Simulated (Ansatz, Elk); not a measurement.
# Ni3RhC: X-ray structure factors from the self-consistent density

The structure of Ni3RhC used here is made up (a known structure type with other elements) and was relaxed beforehand with PBEsol. The aim is the Fourier transform of its all-electron density, F(hkl), set beside the sum over free spherical atoms that refinements use.

Method: DFT, PBE, all-electron APW+lo, Dirac cores, scalar-relativistic bands, static density, no spin, in Elk 11.2.3 (patched build).

The structure was built from a prototype and need not be the compound's stable phase.

**1. The structure**

It takes space group Pm-3m (No. 221, cubic). Conventional cell: a = 3.736 Å, b = 3.736 Å, c = 3.736 Å, α = 90.00°, β = 90.00°, γ = 90.00°. Nearest to Rh lie 12 Ni at 2.64 Å. Nearest to Ni lie 2 C at 1.87 Å and 8 Ni at 2.64 Å and 4 Rh at 2.64 Å. Nearest to C lie 6 Ni at 1.87 Å. Farther neighbours are not listed.

**2. Ground state and structure factors**

An all-electron density is needed, since X-rays see the cores too. Task 0 finds the density and task 195 Fourier-transforms it; tshift is off so that phases refer to the origin typed.

The input, elk.in:

```
tasks
  0
  195

xctype
  20

spinpol
  .false.

rgkmax
  7.0

gmaxvr
  14.0

lmaxo
  7

lmaxapw
  8

swidth
  0.002

tshift
  .false.

ramdisk
  .false.

hmaxvr
  5.5

maxscl
  120

epspot
  1e-06

sppath
  './'

avec
  7.05994022949 0.00000000000 -0.00000000000
  -0.00000000000 7.05994022949 -0.00000000000
  0.00000000000 -0.00000000000 7.05994022949

atoms
  3
  'Rh.in'
  1
  0.5000000000 0.5000000000 0.5000000000   0.000000 0.000000 0.000000
  'Ni.in'
  3
  0.0000000000 0.0000000000 0.5000000000   0.000000 0.000000 0.000000
  -0.0000000000 0.5000000000 -0.0000000000   0.000000 0.000000 0.000000
  0.5000000000 -0.0000000000 -0.0000000000   0.000000 0.000000 0.000000
  'C.in'
  1
  -0.0000000000 0.0000000000 -0.0000000000   0.000000 0.000000 0.000000

ngridk
  6 6 6
```

Started as:

```
$ OMP_NUM_THREADS=4 elk
```

Numbers of over 12 decimals in the logs are rounded to 6 here.

Log:

```text
┌─────────────────────────┐
│ Elk code version 11.2.3 │
└─────────────────────────┘

All units are atomic (Hartree, Bohr, etc.)

┌─────────────────────────────────────────────────┐
│ Ground-state run starting from atomic densities │
└─────────────────────────────────────────────────┘

Lattice vectors :
   7.059940229       0.000000000      -0.000000000
  -0.000000000       7.059940229      -0.000000000
   0.000000000      -0.000000000       7.059940229

Reciprocal lattice vectors :
  0.8899771249       0.000000000       0.000000000
   0.000000000      0.8899771249       0.000000000
   0.000000000       0.000000000      0.8899771249

Unit cell volume      :    351.8868785
Brillouin zone volume :   0.7049146432

Muffin-tin inner radius fraction :   0.1000000000E-01

Nuclei treated as point charges

Species : 1 (Rh)
 parameters loaded from : Rh.in
 name : rhodium
 nuclear charge    :   -45.00000000
 electronic charge :    45.00000000
 atomic mass :    187585.2511
 muffin-tin radius :    2.600000000
 number of radial points in muffin-tin :   1193
 inner part over the whole radius :   0.9931673392E-02
 number on inner part of muffin-tin    :    849
 approximate nuclear radius :   0.8524867730E-04
 number of mesh points to nuclear radius :    423
 atomic positions (lattice), magnetic fields (Cartesian) :
  1 :   0.50000000  0.50000000  0.50000000    0.00000000  0.00000000  0.00000000

Species : 2 (Ni)
 parameters loaded from : Ni.in
 name : nickel
 nuclear charge    :   -28.00000000
 electronic charge :    28.00000000
 atomic mass :    106991.5231
 muffin-tin radius :    1.988554351
 number of radial points in muffin-tin :    993
 inner part over the whole radius :   0.9874482721E-02
 number on inner part of muffin-tin    :    697
 approximate nuclear radius :   0.7325707712E-04
 number of mesh points to nuclear radius :    339
 atomic positions (lattice), magnetic fields (Cartesian) :
  1 :   0.00000000  0.00000000  0.50000000    0.00000000  0.00000000  0.00000000
  2 :   0.00000000  0.50000000  0.00000000    0.00000000  0.00000000  0.00000000
  3 :   0.50000000  0.00000000  0.00000000    0.00000000  0.00000000  0.00000000

Species : 3 (C)
 parameters loaded from : C.in
 name : carbon
 nuclear charge    :   -6.000000000
 electronic charge :    6.000000000
 atomic mass :    21894.16674
 muffin-tin radius :    1.491415763
 number of radial points in muffin-tin :    593
 inner part over the whole radius :   0.9780266743E-02
 number on inner part of muffin-tin    :    403
 approximate nuclear radius :   0.4747601631E-04
 number of mesh points to nuclear radius :    168
 atomic positions (lattice), magnetic fields (Cartesian) :
  1 :   0.00000000  0.00000000  0.00000000    0.00000000  0.00000000  0.00000000

Total number of atoms per unit cell :    5
Total muffin-tin volume :    186.3328767
 ratio of muffin-tin to unit cell volume :   0.5295249355

Spin treatment :
 spin-unpolarised

Number of Bravais lattice symmetries :   48
Number of crystal symmetries         :   48
Crystal has inversion symmetry
Real symmetric eigensolver will be used

k-point grid :      6     6     6
k-point offset :    0.000000000       0.000000000       0.000000000
k-point set is reduced with full crystal symmetry group
Total number of k-points :       20

Muffin-tin radius times maximum |G+k| :    7.000000000
 using average radius
Maximum |G+k| for APW functions       :    3.480135796
Maximum (1/2)|G+k|²                   :    6.055672581
Maximum |G| for potential and density :    14.00000000
Constant for pseudocharge density :    9
 order of it for each species :   16  16  16
 order of it for pair densities of each species (exact exchange by exxq0 0: 17) :   16   9   4
Radial integration step length :    1

G-vector grid sizes :     32    32    32
Number of G-vectors :    16279

Maximum angular momentum used for
 APW functions            :    8
 outer part of muffin-tin :    7
 inner part of muffin-tin :    2

Total nuclear charge    :   -135.0000000
[...]
correlation                 :     -6.655477
 electron entropic           :    -0.20067389807963E-02
 total energy                :     -9385.5655838212

Density of states at Fermi energy :    161.0377911
 (states/Hartree/unit cell)

Estimated indirect band gap :   0.1562335734E-02
 from k-point 6 to k-point 11
Estimated direct band gap   :   0.5140185928E-02
 at k-point 8

Charges :
 core                        :    66.00000000
 valence                     :    69.00000000
 interstitial                :    7.627710087
 muffin-tins (core leakage)
  species : 1 (Rh)
   atom 1                    :    41.20346282     ( -0.3198949301E-06)
  species : 2 (Ni)
[...]
species : 3 (C)
[...]
total in muffin-tins        :    127.3722899
 total calculated charge     :    134.9910973
 total charge                :    135.0000000
 error                       :   0.8902714780E-02

RMS change in Kohn-Sham potential (target) :    1.517772852     (  0.1000000000E-05)
Absolute change in total energy (target)   :   0.2445085152     (  0.1000000000E-03)

[... loops 3 to 19 left out ...]

┌──────────────────┐
│ Loop number : 20 │
└──────────────────┘

Energies :
 Fermi                       :     0.361041
 sum of occupied eigenvalues :     -5487.8808344445
 electron kinetic            :      9661.2600198438
 core electron kinetic       :      9028.7856351790
 Coulomb                     :     -18711.799949466
 Coulomb potential           :     -14712.959456450
 nuclear-nuclear             :     -1430.2375369498
 electron-nuclear            :     -19897.076070235
 Hartree                     :      2615.5136577190
 Madelung                    :     -11355.320221241
 xc potential                :     -436.18139783865
 exchange                    :     -328.57766709875
 correlation                 :     -6.660863
 electron entropic           :    -0.26630761887631E-02
 total energy                :     -9385.7811232189

Density of states at Fermi energy :    210.7178012
 (states/Hartree/unit cell)

Estimated indirect band gap :   0.5212065730E-03
 from k-point 10 to k-point 19
Estimated direct band gap   :   0.8870442068E-03
 at k-point 19

Charges :
 core                        :    66.00000000
 valence                     :    69.00000000
 interstitial                :    7.245824830
 muffin-tins (core leakage)
  species : 1 (Rh)
[...]
species : 2 (Ni)
[...]
species : 3 (C)
[...]
total in muffin-tins        :    127.7541752
 total calculated charge     :    134.9916026
 total charge                :    135.0000000
 error                       :   0.8397362353E-02

RMS change in Kohn-Sham potential (target) :   0.9735768353E-06 (  0.1000000000E-05)
Absolute change in total energy (target)   :   0.5805351793E-04 (  0.1000000000E-03)

Convergence targets achieved

┌──────────────────┐
│ Loop number : 21 │
└──────────────────┘

Energies :
 Fermi                       :     0.361041
 sum of occupied eigenvalues :     -5487.8808244720
 electron kinetic            :      9661.2600285854
 core electron kinetic       :      9028.7856369473
 Coulomb                     :     -18711.799953429
 Coulomb potential           :     -14712.959462150
 nuclear-nuclear             :     -1430.2375369498
 electron-nuclear            :     -19897.076071004
 Hartree                     :      2615.5136545245
 Madelung                    :     -11355.320222354
 xc potential                :     -436.18139090751
 exchange                    :     -328.57766760955
 correlation                 :     -6.660863
 electron entropic           :    -0.26630751023718E-02
 total energy                :     -9385.7811189573

Density of states at Fermi energy :    210.7176939
 (states/Hartree/unit cell)

Estimated indirect band gap :   0.5212143335E-03
 from k-point 10 to k-point 19
Estimated direct band gap   :   0.8870087301E-03
 at k-point 19

Charges :
 core                        :    66.00000000
 valence                     :    69.00000000
 interstitial                :    7.245825079
 muffin-tins (core leakage)
  species : 1 (Rh)
[...]
species : 2 (Ni)
[...]
atom 2                    :    26.39411816     (  0.2433092590E-02)
   atom 3                    :    26.39411816     (  0.2433092590E-02)
  species : 3 (C)
   atom 1                    :    4.446098093     (  0.5400286355E-04)
 total in muffin-tins        :    127.7541749
 total calculated charge     :    134.9916026
 total charge                :    135.0000000
 error                       :   0.8397362082E-02

┌──────────────────────────────┐
│ Self-consistent loop stopped │
└──────────────────────────────┘

Warning : core states of species 2 leak from the muffin-tin :   0.2433092590E-02

Wrote STATE.OUT
```

Run time: 20 s. Hardware: 4 threads of Intel Xeon Platinum 8488C (Sapphire Rapids), shared host; peak memory 0.19 GiB; 59 s of CPU time.

SFACRHO.OUT:

```text

h k l indices transformed by vhmat matrix:
   1.000000000       0.000000000       0.000000000    
   0.000000000       1.000000000       0.000000000    
   0.000000000       0.000000000       1.000000000    

      h      k      l  multipl.   |H|            Re(F)            Im(F)           |F|

      0      0      0      1   0.0000000       135.00000      0.12760230E-32   135.00000    
     -1      0      0      6  0.88997712      -10.445863     -0.34741016E-13   10.445863    
      1     -1      0     12   1.2586177       17.847397      0.23213599E-14   17.847397    
     -1     -1     -1      8   1.5414856      -93.636564     -0.10738700E-12   93.636564    
      0      0     -2      6   1.7799542       94.092675      0.58737099E-13   94.092675    
     -1     -2      0     24   1.9900493      -9.4706672     -0.55190309E-13   9.4706672    
      1     -2      1     24   2.1799898       14.013442      0.41818275E-13   14.013442    
      0      2     -2     12   2.5172354       77.685972     -0.35386733E-14   77.685972    
      0     -3      0      6   2.6699314      -9.0851832     -0.90167771E-13   9.0851832    
     -1      2     -2     24   2.6699314      -8.9080246     -0.23726330E-13   8.9080246    
      3      1      0     24   2.8143548       12.501262     -0.17369619E-13   12.501262    
      1     -3      1     24   2.9517202      -66.136358     -0.51078392E-13   66.136358    
     -2      2      2      8   3.0829712       67.533834     -0.43218545E-13   67.533834    
     -3      2      0     24   3.2088582      -8.7479519     -0.57484419E-13   8.7479519    
     -3      1      2     48   3.3299895       11.955580     -0.32329101E-13   11.955580    
      0     -4      0      6   3.5599085       60.520104      0.78354744E-13   60.520104    
      2     -2     -3     24   3.6694697      -8.5258645     -0.72409504E-13   8.5258645    
      4     -1      0     24   3.6694697      -8.4542342      0.13385053E-13   8.4542342
```

Elk indexes on the primitive cell of elk.in and gives |H| = 4π sin θ/λ in inverse bohr. Below, one row stands for each form hkl of the conventional cell (m members, Friedel mates merged), F is for one primitive cell and the density is static (no thermal factor). Free-atom factors are Waasmaier and Kirfel's, and R is Σm||F|−|F'||/Σm|F|. Elk warned that it couldn't find a linearisation energy, which lowers the accuracy of some states in this run and its variants.

```csv
hkl,m,sin θ/λ (Å⁻¹),"abs F, DFT",neutral atoms,diff.
100,6,0.134,10.446,10.816,-0.370
110,12,0.189,17.847,17.885,-0.037
111,8,0.232,93.637,94.207,-0.570
200,6,0.268,94.093,94.467,-0.375
210,24,0.299,9.471,9.488,-0.017
211,24,0.328,14.013,13.879,+0.135
220,12,0.379,77.686,77.829,-0.143
300,6,0.402,9.085,8.839,+0.246
221,24,0.402,8.908,8.839,+0.069
310,24,0.423,12.501,12.479,+0.022
311,24,0.444,66.136,66.091,+0.045
222,8,0.464,67.534,67.503,+0.031
320,24,0.482,8.748,8.553,+0.195
321,48,0.501,11.956,11.874,+0.082
400,6,0.535,60.520,60.406,+0.114
322,24,0.552,8.526,8.422,+0.104
410,24,0.552,8.454,8.422,+0.032
411,24,0.568,11.686,11.558,+0.128
```

**3. The highest occupied states alone**

An energy window below the Fermi level keeps the highest occupied states, to see at which angles they scatter; shallow core shells can lie inside it and anion s states outside. No new self-consistency is needed.

elk.in, as its differences from that of step 2:

```diff
@@ -1,3 +1,2 @@
 tasks
-  0
   195
@@ -40,2 +39,5 @@
 
+wsfac
+  -0.190200 0.661040
+
 sppath
```

Started as:

```
$ OMP_NUM_THREADS=4 elk
```

Log:

```text
┌─────────────────────────────────┐
│ Elk code version 11.2.3 started │
└─────────────────────────────────┘

Info(readinput): the functional depends on the density's gradient
 muffin-tin radial points multiplied by    2.00000
 (not where nrmtscf is given)

┌────────────────────┐
│ Current task : 195 │
└────────────────────┘
Info(checkmt): changed muffin-tin radius of species 2 (Ni) from   2.4000 to   1.9886
Info(checkmt): changed muffin-tin radius of species 3 (C) from   1.8000 to   1.4914

Warning(linengy): could not find 1 linearisation energies in s.c. loop 1

Info(sfacrho): density structure factors written to SFACRHO.OUT

 Energy window :  -0.1902000000      0.6610400000

┌──────────────────┐
│ Elk code stopped │
└──────────────────┘
```

It took 4.2 s on 4 threads; peak memory 0.17 GiB; 6.4 s of CPU time.

States within 15 eV below the Fermi level hold 43.00 electrons; any levels below the window count with the cores. Their amplitudes can exceed the total, where window and core parts have opposite phase:

| hkl | sin θ/λ (Å⁻¹) | abs F, window | abs F, all |
| --- | --- | --- | --- |
| 100 | 0.134 | 4.678 | 10.446 |
| 110 | 0.189 | 0.436 | 17.847 |
| 111 | 0.232 | 16.384 | 93.637 |
| 200 | 0.268 | 15.965 | 94.093 |
| 210 | 0.299 | 3.244 | 9.471 |
| 211 | 0.328 | 1.986 | 14.013 |
| 220 | 0.379 | 9.112 | 77.686 |
| 300 | 0.402 | 2.233 | 9.085 |
| 221 | 0.402 | 2.416 | 8.908 |
| 310 | 0.423 | 2.089 | 12.501 |

**4. Another functional**

The difference from free atoms is small, so it is set against the change that LDA (Perdew-Wang) makes.

elk.in, as its differences from that of step 3:

```diff
@@ -1,2 +1,3 @@
 tasks
+  0
   195
@@ -4,3 +5,3 @@
 xctype
-  20
+  3
 
@@ -39,5 +40,2 @@
 
-wsfac
-  -0.190200 0.661040
-
 sppath
```

Started as:

```
$ OMP_NUM_THREADS=4 elk
```

Log:

```text
┌─────────────────────────┐
│ Elk code version 11.2.3 │
└─────────────────────────┘

All units are atomic (Hartree, Bohr, etc.)

┌─────────────────────────────────────────────────┐
│ Ground-state run starting from atomic densities │
└─────────────────────────────────────────────────┘

Lattice vectors :
   7.059940229       0.000000000      -0.000000000
  -0.000000000       7.059940229      -0.000000000
   0.000000000      -0.000000000       7.059940229

Reciprocal lattice vectors :
  0.8899771249       0.000000000       0.000000000
[...]
species : 1 (Rh)
[...]
species : 2 (Ni)
[...]
atom 3                    :    26.40741753     (  0.2550863822E-02)
  species : 3 (C)
   atom 1                    :    4.433762196     (  0.5443038967E-04)
 total in muffin-tins        :    127.7784427
 total calculated charge     :    134.9912438
 total charge                :    135.0000000
 error                       :   0.8756156080E-02

┌──────────────────────────────┐
│ Self-consistent loop stopped │
└──────────────────────────────┘

Warning : core states of species 2 leak from the muffin-tin :   0.2550863822E-02

Wrote STATE.OUT
[key lines of the parts left out:]
total energy                :     -9373.6272625335
```

Run time: 11 s. Hardware: 4 threads; peak memory 0.17 GiB.

Against the first run R = 0.06 %; the largest change is -0.040 at 220.

**5. A coarser k-mesh**

About half the k-points along each axis test the sampling.

elk.in, as its differences from that of step 4:

```diff
@@ -5,3 +5,3 @@
 xctype
-  3
+  20
 
@@ -63,2 +63,2 @@
 ngridk
-  6 6 6
+  3 3 3
```

Started as:

```
$ OMP_NUM_THREADS=4 elk
```

Log:

```text
┌─────────────────────────┐
│ Elk code version 11.2.3 │
└─────────────────────────┘

All units are atomic (Hartree, Bohr, etc.)

┌─────────────────────────────────────────────────┐
│ Ground-state run starting from atomic densities │
└─────────────────────────────────────────────────┘

Lattice vectors :
   7.059940229       0.000000000      -0.000000000
  -0.000000000       7.059940229      -0.000000000
   0.000000000      -0.000000000       7.059940229

Reciprocal lattice vectors :
  0.8899771249       0.000000000       0.000000000
[...]
species : 1 (Rh)
[...]
species : 2 (Ni)
[...]
atom 3                    :    26.39573178     (  0.2435086650E-02)
  species : 3 (C)
   atom 1                    :    4.443352407     (  0.5396987473E-04)
 total in muffin-tins        :    127.7713608
 total calculated charge     :    134.9915746
 total charge                :    135.0000000
 error                       :   0.8425368880E-02

┌──────────────────────────────┐
│ Self-consistent loop stopped │
└──────────────────────────────┘

Warning : core states of species 2 leak from the muffin-tin :   0.2435086650E-02

Wrote STATE.OUT
[key lines of the parts left out:]
total energy                :     -9385.7852348309
```

Run time: 11 s. Hardware: 4 threads; peak memory 0.18 GiB; 24 s of CPU time.

Against the first run R = 0.05 %; the largest change is +0.050 at 500.

**6. Settings against the effect**

```
              run  R against the first run (%)  R against neutral atoms, low angle (%)  wall time
    PBE, rgkmax 7                         0.00                                    0.54       20 s
LDA (Perdew-Wang)                         0.06                                    0.58       11 s
     k-mesh 3×3×3                         0.05                                    0.54       11 s
```

**7. Summary of results**

| Quantity | Value |
| --- | --- |
| R against neutral atoms, sin θ/λ < 0.3 Å⁻¹ | 0.54 % |
| R against neutral atoms, 0.3 to 0.82 Å⁻¹ | 0.38 % |

What this shows: Independent neutral atoms miss the calculated amplitudes by R = 0.54 % below 0.3 Å⁻¹ and 0.38 % from there to 0.82 Å⁻¹; by shells, 3.54 % below 0.15 Å⁻¹ (1 form), 0.44 % 0.15 to 0.3 (4 forms), 0.28 % 0.3 to 0.45 (6 forms), 0.41 % above 0.45 (33 forms). Bonding, aspherical density and the tables' own atoms all enter these figures, and the runs don't part them. The largest change of an amplitude is -0.57 electrons, at 111. The window's part falls from 43.0 electrons at the origin to at most 5.85 between 0.45 and 0.82 Å⁻¹, where compact states inside the window still scatter. Below 0.3 Å⁻¹ the changes that finished (LDA (Perdew-Wang) and k-mesh 3×3×3) move F by R = 0.03 % at most, against the 0.54 % that separates it from free atoms. The basis has no finished test. These runs have no spin, though d or f shells may be open. Part of the difference isn't bonding: the tables are fits to free atoms and ions calculated by other methods than this functional. Thermal motion, anomalous dispersion and extinction are left out.

[Logs are printed without paths, hosts, clocks, repeated set-up lines and the standing remarks that a program may print on its own settings, such as how far it seeks lower states.]

[Hosts, paths, dates, database ids (printed as entryN), source tags and the programs' standing remarks are cut or masked in the printed files.]
